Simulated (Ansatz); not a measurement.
## Sn2Ir (Fm-3m): Grüneisen parameters

Wanted: mode Grüneisen parameters of Sn2Ir (Fm-3m).

Program: Ansatz 0.2.0. Level of theory: DFT PBEsol, scalar-relativistic, plane waves, PAW; PAW set soft_1. Values are calculated unless marked as measured.

**1. The system as given**

It takes space group Fm-3m (No. 225, cubic). Conventional cell: a = 6.346 Å, b = 6.346 Å, c = 6.346 Å, α = 90.00°, β = 90.00°, γ = 90.00°. Nearest to Sn lie 4 Ir at 2.75 Å. Nearest to Ir lie 8 Sn at 2.75 Å. Farther neighbours, and contacts between anions beyond the nearest, are not listed.

**2. Phonons on a q mesh**

Stability and thermal properties need the whole zone. Linear response on a 4×4×4 q mesh gives force constants as far as a supercell of that size would.

The input, input.yaml:

```yaml
crystal:
  lattice:
    - [0.0, 3.1730845962, 3.1730845962]
    - [3.1730845962, 0.0, 3.1730845962]
    - [3.1730845962, 3.1730845962, 0.0]
  atoms:
    - { symbol: Sn, position: [0.25, 0.25, 0.25] }
    - { symbol: Sn, position: [0.75, 0.75, 0.75] }
    - { symbol: Ir, position: [0.0, 0.0, 0.0] }
kpoints:
  mp_grid: { grid: [12, 12, 12] }
hamiltonian:
  xc: pbesol
  pseudopotentials: { kind: paw, azcp: { folder: soft_1 }, xc_functional: pbe }
scf:
  occupations: { method: methfessel_paxton, width: 0.2 }
output:
  eigenvalues: true
phonons:
  method: dfpt
  qmesh: [4, 4, 4]
  temperatures: { t_max: 1000, t_step: 50 }
  qpath:
    path:
      - [[0.0, 0.0, 0.0], [0.5, 0.0, 0.5], [0.625, 0.25, 0.625]]
      - [[0.375, 0.375, 0.75], [0.0, 0.0, 0.0], [0.5, 0.5, 0.5], [0.5, 0.25, 0.75], [0.5, 0.0, 0.5]]
    npoints: 10
```

Started as:

```
ansatz run input.yaml --threads 4 --pin off --max-ram 10240MiB --backend cpu --events-out ev --progress --plain --runs-dir out
```

Standard output:

```text
Engine: ansatz 0.2.0, x86_64-unknown-linux-gnu
Pseudopotentials: kind: paw
Pseudopotential: Sn, paw, valence charge 14, recommended cutoff 420 eV (normal), soft_1/Sn.paw.azcp
Pseudopotential: Ir, paw, valence charge 17, recommended cutoff 420 eV (normal), soft_1/Ir.paw.azcp
Functional definition: PBEsol
  exchange = pbesol_x
  correlation = pbesol_c
Crystal: 3 atoms, lattice volume = 63.896 Å³
Basis set: ecut = 420 eV, 1243 PW (Γ), exchange–correlation on 60×60×60 points (8 copies of the dense FFT grid, shifted against one another)
Bands: 27, of which v1, the nominal top of the filled ones, is band 23 counted from 1 (22 counted from 0)
Symmetry: 48 space group operations
k-points: 72 of 1728
Non-local potential: Sn, projectors of the file, l = 0: 2, l = 1: 2, l = 2: 2, l = 3: 1
Non-local potential: Ir, projectors of the file, l = 0: 3, l = 1: 2, l = 2: 2, l = 3: 1
PAW form: soft (Blöchl's): semilocal exchange-correlation on the pseudo side does not see the compensation charge
PAW frozen core: Sn, regenerated for the run's functional, and the local potential with it (the file was generated under x = pbe(κ = 0.804, μ = 0.219515), c = pbe(β = 0.066725))
PAW frozen core: Ir, regenerated for the run's functional, and the local potential with it (the file was generated under x = pbe(κ = 0.804, μ = 0.219515), c = pbe(β = 0.066725))
PAW one-centre angular grid: Sn, 590 points (default); XC on 64 Gauss nodes
PAW one-centre angular grid: Ir, 590 points (default); XC on 64 Gauss nodes
Initial density: superposition of atomic densities (chi_scale 0.1, normalization cell, long waves kept (reshape's long-wave potential 0.00 eV rms))
Initial wavefunctions: pseudopotential atomic-orbital guess
Functional: x = pbesol(κ = 0.804, μ = 0.123457), c = pbesol(β = 0.046)
SCF iter   1: F=—  HF=-23701.427759 eV  |F-HF|=—  |Δ(HF+E_count)|=         —  Δρ=3.38e-2  dr2=1.42e0  ethr=3.10e-3  ⟨swp⟩=5.4  Hψ=8006  notcnv=0
preconditioner: auto → Kerker (q_TF=auto, 2.573 Å⁻¹)  [metal: Δε(μ)=0.032 eV  Ē_g=16.726 eV  σ=0.200 eV  W_gap=0.13  n_scr=14 (ndim 8)  ℏωp=28.3 eV  f_vac=0.002  D(μ)=1.49/eV (n_scr^D=14)]
SCF iter   2: F=—  HF=-23701.157921 eV  |F-HF|=—  |Δ(HF+E_count)|=   2.70e-1  S|Δr|=    0.00e0  Δρ=2.21e-2  dr2=4.33e-1  ethr=3.10e-3  ⟨swp⟩=2.0  Hψ=2748  notcnv=0  defer=15
SCF iter   3: F=—  HF=-23701.037245 eV  |F-HF|=—  |Δ(HF+E_count)|=   1.21e-1  S|Δr|=    0.00e0  Δρ=7.47e-3  dr2=8.97e-2  ethr=9.62e-4  ⟨swp⟩=3.0  Hψ=3625  notcnv=0  defer=15
SCF iter   4: F=—  HF=-23701.019717 eV  |F-HF|=—  |Δ(HF+E_count)|=   1.75e-2  S|Δr|=    0.00e0  Δρ=2.69e-3  dr2=8.10e-3  ethr=1.99e-4  ⟨swp⟩=2.1  Hψ=2332  notcnv=0  defer=15
SCF iter   5: F=—  HF=-23701.020522 eV  |F-HF|=—  |Δ(HF+E_count)|=   8.05e-4  S|Δr|=    0.00e0  Δρ=9.83e-4  dr2=1.24e-3  ethr=1.80e-5  ⟨swp⟩=1.4  Hψ=2389  notcnv=0  defer=16
SCF iter   6: F=—  HF=-23701.020819 eV  |F-HF|=—  |Δ(HF+E_count)|=   2.97e-4  S|Δr|=    0.00e0  Δρ=2.83e-4  dr2=6.75e-5  ethr=2.75e-6  ⟨swp⟩=2.1  Hψ=3094  notcnv=0  defer=16
SCF iter   7: F=—  HF=-23701.020873 eV  |F-HF|=—  |Δ(HF+E_count)|=   5.42e-5  S|Δr|=    0.00e0  Δρ=5.42e-5  dr2=1.77e-6  ethr=1.50e-7  ⟨swp⟩=3.0  Hψ=3345  notcnv=0  defer=16
SCF iter   8: F=—  HF=-23701.020875 eV  |F-HF|=—  |Δ(HF+E_count)|=   1.73e-6  S|Δr|=    0.00e0  Δρ=1.18e-5  dr2=1.16e-7  ethr=3.93e-9  ⟨swp⟩=2.0  Hψ=2552  notcnv=0  defer=16
SCF iter   9: F=—  HF=-23701.020875 eV  |F-HF|=—  |Δ(HF+E_count)|=   5.63e-8  S|Δr|=    0.00e0  Δρ=1.76e-6  dr2=2.13e-9  ethr=2.59e-10  ⟨swp⟩=2.0  Hψ=2533  notcnv=0  defer=16
SCF iter  10: F=—  HF=-23701.020875 eV  |F-HF|=—  |Δ(HF+E_count)|=   1.60e-9  S|Δr|=    0.00e0  Δρ=2.50e-7  dr2=4.17e-11  ethr=4.73e-12  ⟨swp⟩=2.0  Hψ=2553  notcnv=0  defer=16
SCF iter  11: F=-23701.020875 eV  HF=-23701.020875 eV  |F-HF|=0.00e0  |Δ(HF+E_count)|=  5.82e-11  S|Δr|=    0.00e0  Δρ=3.17e-8  dr2=4.95e-13  ethr=1.00e-12  ⟨swp⟩=7.6  Hψ=9207  notcnv=0
the search or the solves at the SCF's close seem to have found levels that the self-consistency loop had missed (the run counts 1). By its estimate they hold under 1e-12 electrons; where the run keeps them, the occupations were computed again with them
SCF 1 converged in 11 iterations: F = -23701.020875 eV  dr2 = 4.95e-13
  greatest PAW one-centre occupation: 1.000 electrons in one spin orbital (limit 2), on the Ir atom at site 2 (counted from 0), in its partial waves of l = 0
phonons: the bands overlap, so this run is a metal and interpolates without the dipole-dipole term. If the crystal is really an insulator or semiconductor, its LO-TO splitting is missing
NSCF: frozen V_eff on 72 k-points
NSCF: frozen V_eff on 163 k-points
DFPT response loops at q = (0, 0, 0) (fractional): preconditioner auto → Kerker (q_TF=auto, 2.573 Å⁻¹) (partly filled bands, converged f_vac=0.036); β = 1.00, the filter's whole step (`scf.mixing.beta` (0.50) is not read by the response loops under this deck's `scf.mixing.preconditioner`; to damp them name `kerker` or `kerker_dos`, under which they read `scf.mixing.beta`, and type it under 1.00, their step now; both keys bind the ground state too); Broyden in place of MSR1
NSCF: frozen V_eff on 1872 k-points
DFPT response loops at q = (0, 0, 0.25) (fractional): mixed as the last ones told, above
NSCF: frozen V_eff on 952 k-points
DFPT response loops at q = (0, 0, -0.5) (fractional): mixed as the last ones told, above
NSCF: frozen V_eff on 1020 k-points
DFPT response loops at q = (0, 0.25, 0.25) (fractional): mixed as the last ones told, above
NSCF: frozen V_eff on 3456 k-points
DFPT response loops at q = (0, 0.25, -0.5) (fractional): mixed as the last ones told, above
NSCF: frozen V_eff on 1872 k-points
DFPT response loops at q = (0, 0.25, -0.25) (fractional): mixed as the last ones told, above
NSCF: frozen V_eff on 560 k-points
DFPT response loops at q = (0, -0.5, -0.5) (fractional): mixed as the last ones told, above
NSCF: frozen V_eff on 1020 k-points
DFPT response loops at q = (0.25, -0.5, -0.25) (fractional): mixed as the last ones told, above
SCF converged after 11 iterations
Stability not checked: this state was not tested for a lower state beside it, because cold or Methfessel-Paxton smearing, or corrected tetrahedra, fill the levels in a way that the test cannot read (fill_not_monotonic; see scf.lower_state_search)
Free energy (F): -23701.020875 eV
Harris-Foulkes:  -23701.020875 eV  (|F-HF|=0.00e0)
Internal energy: -23701.018155 eV  (E = F + TS)
E sigma→0 (E₀):  -23701.020195 eV
Entropy (-TS):   -0.002720 eV (-0.907 meV/atom)
Fermi energy:    14.603689 eV
--- Per-component energies (eV) ---
  E_band       = -308.223196
  E_kinetic    = 882.973689
  E_local      = -3624.160625  (includes V_loc(G=0)·N_el)
  E_nonlocal   = 487.625792
  E_hartree    = 1649.716343
  E_xc         = -480.144067
  E_vxc        = -419.636225  (∫ρ·V_xc dr)
  E_paw        = -17724.805801  (= ΣΔE_a)
  E_vpaw       = -934.459476  (= ΣTr[D̂ρ^β])
  E_aug_tail   = 0.000950  (compensation charges beyond the density's cutoff)
  E_ewald      = -4893.059463
  E_core_change = 0.835027  (= ΣΔE_core)
  E_smearing   = -0.002720  (= −TS)
  E_closure    = 0.000000  (closes the sum)
  Σ components = -23701.020875   (vs F -23701.020875, Δ=0.00e0)
--- Band table (eV; the first three rows and the last of 72) ---
  k-point 0: bands = [... 19 lower, 12.4956, 12.4956, 18.2198, 18.2198, 18.2198, 18.5488, 18.5488, 18.5488]
  k-point 1: bands = [... 19 lower, 12.4615, 12.7945, 16.8482, 17.6655, 17.6655, 18.6207, 18.7282, 18.7282]
  k-point 2: bands = [... 19 lower, 12.3833, 13.5564, 15.3342, 16.8906, 16.8906, 18.1871, 18.7717, 18.7717]
  k-point 71: bands = [... 19 lower, 12.1291, 12.1646, 12.6180, 13.8189, 18.0001, 18.0001, 20.0783, 20.4699]
--- Phonons (Γ-DFPT): 2 representative perturbations + reference (Σ response iterations 6) ---
  ASR residual: 9.263e-5 → 0.000e0 eV/Å²; symmetrization residual: 1.106e-5 eV/Å²
  ASR residual per site (eV/Å²): 5.97e-5 5.97e-5 9.26e-5
  Γ frequencies (cm⁻¹): 0.00 0.00 0.00 142.90 142.90 142.90 144.34 144.34 144.34
--- Phonons (arbitrary-q DFPT): 8 irreducible q on the 4×4×4 mesh ---
  q = [0.0000, 0.0000, 0.0000] (star 1, of the zone-centre solve; hermiticity 2.72e-6, symmetrization 6.03e-13): -0.00 -0.00 0.00 142.90 142.90 142.90 144.34 144.34 144.34
  q = [0.0000, 0.0000, 0.2500] (star 8, 2 solved perturbations on 936 of 1728 k-point pairs; hermiticity 1.59e-6, symmetrization 9.99e-13): 38.04 38.04 82.35 132.05 137.58 137.58 156.19 156.19 162.30
  q = [0.0000, 0.0000, -0.5000] (star 4, 2 solved perturbations on 476 of 1728 k-point pairs; hermiticity 2.79e-6, symmetrization 1.47e-12): 57.36 57.36 126.32 134.40 134.40 146.38 156.07 156.32 156.32
  q = [0.0000, 0.2500, 0.2500] (star 6, 4 solved perturbations in 1608 linear systems a pass and spin channel, the states on 510 of 1728 k-point pairs; hermiticity 2.86e-6, symmetrization 8.62e-13): 48.84 48.84 87.46 123.23 123.23 127.67 161.00 167.79 167.79
  q = [0.0000, 0.2500, -0.5000] (star 24, 4 solved perturbations in 5328 linear systems a pass and spin channel, the states on 1728 of 1728 k-point pairs; hermiticity 2.73e-6, symmetrization 7.61e-13): 70.56 72.16 102.06 113.29 114.60 127.34 168.44 168.71 173.08
  q = [0.0000, 0.2500, -0.2500] (star 12, 4 solved perturbations in 2892 linear systems a pass and spin channel, the states on 936 of 1728 k-point pairs; hermiticity 2.53e-6, symmetrization 3.47e-13): 58.47 65.35 104.45 107.74 128.42 149.13 150.66 158.89 174.46
  q = [0.0000, -0.5000, -0.5000] (star 3, 4 solved perturbations in 886 linear systems a pass and spin channel, the states on 280 of 1728 k-point pairs; hermiticity 1.06e-6, symmetrization 2.54e-12): 84.80 91.42 91.42 97.28 97.28 108.25 171.27 176.18 176.18
  q = [0.2500, -0.5000, -0.2500] (star 6, 4 solved perturbations in 1544 linear systems a pass and spin channel, the states on 510 of 1728 k-point pairs; hermiticity 1.42e-6, symmetrization 1.36e-12): 84.73 89.35 93.41 96.31 96.31 147.92 147.92 179.57 179.81
  sum rule: each row above includes the acoustic sum rule's correction from the zone centre's row sums; it moved no ω² by more than (0.37 cm⁻¹)²
  mesh force constants: q→R imaginary residual 4.12e-18; ASR residual 9.263e-5 → 0.000e0 eV/Å²; symmetrization residual 5.329e-15 eV/Å²
  interpolated dispersion: 62 rows × 9 modes
  density of states and harmonic sums: on the 20×20×20 q-mesh, interpolated from the force constants of a 4×4×4 supercell (no non-analytic term)
  largest difference from the sums on the solved wave vectors: F 1.57e-2 eV, S 1.97e-5 and C_V 4.01e-6 eV/K
  zero-point energy: 0.067653 eV/cell   skipped modes (ω ≤ 0): 3   left out of the sums: 4.17e-5 of the cell's modes: C_V's classical limit lies that fraction below 3 k_B per atom; for a crystal, a wire or a layer, F and S can be off by more, and a phonons.interpolated_qmesh denser along its periods is the remedy for the sampling
```

The job ended after 7.3 min (4 threads of INTEL XEON PLATINUM 8581C at 2.10GHz (Emerald Rapids), shared host; peak memory 5.7 GiB; 27 min of CPU time).

The column dr2 measures how far the density is from self-consistency, as an energy; F and HF (Harris–Foulkes) agree once it is small.

This step gave:

| Item | Value |
| --- | --- |
| volume per atom | 21.30 Å³ |
| gap on the k-mesh | 0 eV |
| sum-rule residual before enforcement | 9.26e-5 eV/Å² |
| lowest frequency on the path | 0 cm⁻¹ |
| point group | m-3m |
| highest frequency on path, mesh or solved points | 179.8 cm⁻¹ |
| mean frequency | 121.3 cm⁻¹ |
| Debye temperature (second moment) | 237 K |
| logarithmic mean frequency | 112.9 cm⁻¹ |
| highest optical mode at the zone centre (no LO-TO term) | 144.3 cm⁻¹ |
| lowest optical zone-centre mode | 142.9 cm⁻¹ |
| lowest mode on the q mesh (acoustic modes at Γ apart) | 38.04 cm⁻¹ |
| zero-point energy per atom | 22.55 meV |
| heat capacity at 300 K | 24.18 J/(mol atoms K) |
| vibrational entropy at 300 K | 40.64 J/(mol atoms K) |

Frequencies (cm⁻¹) solved at each irreducible wavevector; negative means imaginary. Frequencies by wavevector, by row:

```
q in reciprocal lattice units  star  mode 1  mode 2  mode 3  mode 4  mode 5  mode 6  mode 7  mode 8  mode 9
                        0 0 0     1       0       0       0   142.9   142.9   142.9   144.3   144.3   144.3
                     0 0 0.25     8      38      38    82.3   132.1   137.6   137.6   156.2   156.2   162.3
                     0 0 -0.5     4    57.4    57.4   126.3   134.4   134.4   146.4   156.1   156.3   156.3
                  0 0.25 0.25     6    48.8    48.8    87.5   123.2   123.2   127.7     161   167.8   167.8
                  0 0.25 -0.5    24    70.6    72.2   102.1   113.3   114.6   127.3   168.4   168.7   173.1
                 0 0.25 -0.25    12    58.5    65.3   104.5   107.7   128.4   149.1   150.7   158.9   174.5
                  0 -0.5 -0.5     3    84.8    91.4    91.4    97.3    97.3   108.2   171.3   176.2   176.2
              0.25 -0.5 -0.25     6    84.7    89.3    93.4    96.3    96.3   147.9   147.9   179.6   179.8
```

Symmetry leaves 8 wavevectors to solve. The lowest mode among them, the acoustic zeros apart, lies at q = (0, 0, 0.25) and is real, 38.0 cm⁻¹.

**3. Relaxing at another volume, volume ratio 0.97**

The volume is scaled by 0.97 and held; symmetry leaves nothing to relax, so this is a single point. The modes can then be followed against volume.

input.yaml, the sections that differ from step 2:

```yaml
crystal:
  lattice:
    - [0.0, 3.1410310452, 3.1410310452]
    - [3.1410310452, 0.0, 3.1410310452]
    - [3.1410310452, 3.1410310452, 0.0]
  atoms:
    - { symbol: Sn, position: [0.25, 0.25, 0.25] }
    - { symbol: Sn, position: [0.75, 0.75, 0.75] }
    - { symbol: Ir, position: [0.0, 0.0, 0.0] }
output:
  forces: true
  stress: true
  eigenvalues: true
# kpoints, hamiltonian, scf: as in step 2
# phonons: removed
```

Standard output:

```text
[...]
Crystal: 3 atoms, lattice volume = 61.979 Å³
Basis set: ecut = 420 eV, 1243 PW (Γ), exchange–correlation on 60×60×60 points (8 copies of the dense FFT grid, shifted against one another)
Bands: 27, of which v1, the nominal top of the filled ones, is band 23 counted from 1 (22 counted from 0)
Symmetry: 48 space group operations
[...]
k-points: 72 of 1728
[...]
--- Band table (eV; the first three rows and the last of 72) ---
  k-point 0: bands = [... 19 lower, 12.9957, 13.1416, 18.9147, 18.9147, 18.9147, 19.2768, 19.2768, 19.2768]
  k-point 1: bands = [... 19 lower, 12.9597, 13.5285, 17.5157, 18.3501, 18.3501, 19.2758, 19.4184, 19.4184]
  k-point 2: bands = [... 19 lower, 12.8771, 14.2681, 15.9714, 17.5509, 17.5509, 18.8438, 19.4598, 19.4598]
  k-point 71: bands = [... 19 lower, 12.6301, 12.6645, 13.1197, 14.3748, 18.7441, 18.7441, 20.8098, 21.1035]
[key lines of the parts left out:]
SCF converged after 9 iterations
Free energy (F): -23700.996795 eV
Fermi energy:    15.221063 eV
P = ⅓ Tr σ = 4.1553 GPa (41.553 kbar)
```

It took 1.3 s on 4 threads; peak memory 0.48 GiB.

This step gave:

```
pressure        : 4.155 GPa
volume per atom : 20.66 Å³
```

The run ends at a pressure of 4.16 GPa.

**4. Phonons at the other volume, volume ratio 0.97**

The phonons are repeated at this volume on the same meshes, so that differences come from the volume alone.

input.yaml, as its differences from that of step 3:

```diff
@@ -17,4 +17,11 @@
 output:
-  forces: true
-  stress: true
   eigenvalues: true
+phonons:
+  method: dfpt
+  qmesh: [4, 4, 4]
+  temperatures: { t_max: 1000, t_step: 50 }
+  qpath:
+    path:
+      - [[0.0, 0.0, 0.0], [0.5, 0.0, 0.5], [0.625, 0.25, 0.625]]
+      - [[0.375, 0.375, 0.75], [0.0, 0.0, 0.0], [0.5, 0.5, 0.5], [0.5, 0.25, 0.75], [0.5, 0.0, 0.5]]
+    npoints: 10
```

Standard output:

```text
[...]
Crystal: 3 atoms, lattice volume = 61.979 Å³
Basis set: ecut = 420 eV, 1243 PW (Γ), exchange–correlation on 60×60×60 points (8 copies of the dense FFT grid, shifted against one another)
Bands: 27, of which v1, the nominal top of the filled ones, is band 23 counted from 1 (22 counted from 0)
Symmetry: 48 space group operations
k-points: 72 of 1728
[...]
SCF iter   1: F=—  HF=-23701.414109 eV  |F-HF|=—  |Δ(HF+E_count)|=         —  Δρ=3.49e-2  dr2=1.43e0  ethr=3.10e-3  ⟨swp⟩=5.4  Hψ=8010  notcnv=0
[...]
SCF iter  11: F=-23700.996795 eV  HF=-23700.996795 eV  |F-HF|=7.28e-12  |Δ(HF+E_count)|=  2.18e-11  S|Δr|=    0.00e0  Δρ=2.03e-8  dr2=1.90e-13  ethr=1.00e-12  ⟨swp⟩=7.4  Hψ=8686  notcnv=0
SCF 1 converged in 11 iterations: F = -23700.996795 eV  dr2 = 1.90e-13
[...]
NSCF: frozen V_eff on 72 k-points
[...]
SCF converged after 11 iterations
[...]
Free energy (F): -23700.996795 eV
[...]
Internal energy: -23700.994638 eV  (E = F + TS)
E sigma→0 (E₀):  -23700.996256 eV
Entropy (-TS):   -0.002157 eV (-0.719 meV/atom)
Fermi energy:    15.221062 eV
[...]
--- Band table (eV; the first three rows and the last of 72) ---
  k-point 0: bands = [... 19 lower, 12.9957, 13.1416, 18.9147, 18.9147, 18.9147, 19.2768, 19.2768, 19.2768]
  k-point 1: bands = [... 19 lower, 12.9597, 13.5285, 17.5157, 18.3501, 18.3501, 19.2758, 19.4184, 19.4184]
  k-point 2: bands = [... 19 lower, 12.8771, 14.2681, 15.9714, 17.5509, 17.5509, 18.8438, 19.4598, 19.4598]
  k-point 71: bands = [... 19 lower, 12.6301, 12.6645, 13.1197, 14.3748, 18.7441, 18.7441, 20.8098, 21.1035]
[...]
ASR residual: 3.508e-5 → 0.000e0 eV/Å²; symmetrization residual: 1.789e-5 eV/Å²
  ASR residual per site (eV/Å²): 3.51e-5 3.51e-5 3.16e-5
  Γ frequencies (cm⁻¹): 0.00 0.00 0.00 153.48 153.48 153.48 156.17 156.17 156.17
--- Phonons (arbitrary-q DFPT): 8 irreducible q on the 4×4×4 mesh ---
[...]
interpolated dispersion: 62 rows × 9 modes
[...]
```

It took 7 min on 4 threads; peak memory 5.6 GiB; 27 min of CPU time.

Numbers from this step:

| Quantity | Value |
| --- | --- |
| sum-rule residual before enforcement | 3.51e-5 eV/Å² |
| highest frequency on path, mesh or solved points | 193.2 cm⁻¹ |
| mean frequency | 129.5 cm⁻¹ |
| Debye temperature (second moment) | 254 K |
| logarithmic mean frequency | 120 cm⁻¹ |
| highest optical mode at the zone centre (no LO-TO term) | 156.2 cm⁻¹ |
| lowest optical zone-centre mode | 153.5 cm⁻¹ |
| lowest mode on the q mesh (acoustic modes at Γ apart) | 38.65 cm⁻¹ |
| zero-point energy per atom | 24.09 meV |
| heat capacity at 300 K | 24.07 J/(mol atoms K) |
| vibrational entropy at 300 K | 39.16 J/(mol atoms K) |

Frequencies (cm⁻¹) solved at each irreducible wavevector; negative means imaginary. Frequencies by wavevector, by row:

```
q in reciprocal lattice units  star  mode 1  mode 2  mode 3  mode 4  mode 5  mode 6  mode 7  mode 8  mode 9
                        0 0 0     1       0       0       0   153.5   153.5   153.5   156.2   156.2   156.2
                     0 0 0.25     8    38.6    38.6    87.5   140.8   147.6   147.6   167.9   167.9   174.8
                     0 0 -0.5     4    58.1    58.1   132.6   143.5   143.5   158.1   165.1     169     169
                  0 0.25 0.25     6    50.3    50.3    93.7   132.2   132.2   136.6   172.4   180.3   180.3
                  0 0.25 -0.5    24    72.5    75.8   110.5   119.9   122.9     138   180.5   181.8   184.7
                 0 0.25 -0.25    12    59.6    67.8   112.4   113.3   137.2   160.3   161.6   171.7   186.6
                  0 -0.5 -0.5     3      93    93.5    93.5   105.3   105.3   118.8   182.6   189.4   189.4
              0.25 -0.5 -0.25     6    87.8    97.7   101.4   101.4   101.4   159.8   159.8   189.9   193.2
```

The highest optical mode at the zone centre (no LO-TO term) is 156.2 cm⁻¹, +11.8 cm⁻¹ against the base run.

(Continued in part 2 of 2.)

[Long decimals in the printed logs are rounded to 6 places.]

[Logs are printed without paths, hosts, clocks, repeated set-up lines and the standing remarks that a program may print on its own settings, such as how far it seeks lower states.]

[Hosts, paths, dates, database ids (printed as entryN), source tags and the programs' standing remarks are cut or masked in the printed files.]

[Where the starting crystal was built by hand or by swapping elements, it need not be the compound's stable phase.]
